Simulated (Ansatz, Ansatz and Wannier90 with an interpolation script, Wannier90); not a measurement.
An input for Ansatz 0.2.0 (BaTiO3 (Barioperovskite)):

```yaml
crystal:
  lattice:
    - [3.9855, 0.0, 0.0]
    - [0.0, 2.8369, 2.84515]
    - [0.0, -2.8369, 2.84515]
  atoms:
    - { symbol: Ba, position: [0.0, 0.0, 0.0] }
    - { symbol: Ti, position: [0.5, 0.5124, 0.5124] }
    - { symbol: O, position: [0.0, 0.4874, 0.4874] }
    - { symbol: O, position: [0.5, 0.50524, 0.99184] }
    - { symbol: O, position: [0.5, 0.99184, 0.50524] }
kpoints:
  mp_grid: { grid: [4, 4, 4] }
hamiltonian:
  xc: lda
scf:
  occupations: { method: fixed }
gw:
  n_empty_bands: 268
  ecut_chi: 150.0
  qp_bands: [v9, c5]
  screening: { model: contour_deformation }
```

```sh
ansatz run input.yaml --threads 8 --pin off --max-ram 18432MiB --backend cpu --events-out ev --progress --plain --runs-dir out
```

Q: How long will it take on 8 threads of Arm Neoverse V1, shared host, and how much memory?

It took 3.7 min; on shared hardware allow 1.8 min to 7.4 min. Peak host memory was 2.1 GiB. The sizes that set the cost: 1249 plane waves a state, 21 irreducible k points, 288 bands summed, 255 plane waves in the screening and 8 SCF cycles.

The screening grows as filled bands × empty bands × pairs of k points, times the square of the screening basis for the matrix.

[Paths, hosts, dates, memory and timing lines, banners, echoed tables and standing remarks are left out of the program output.]

[Logs are printed without paths, hosts, clocks, repeated set-up lines and the standing remarks that a program may print on its own settings, such as how far it seeks lower states.]

[Runs of the session that timed out or met a known fault of the program may be left out.]

[Hosts, paths, dates, database ids (printed as entryN), source tags and the programs' standing remarks are cut or masked in the printed files.]
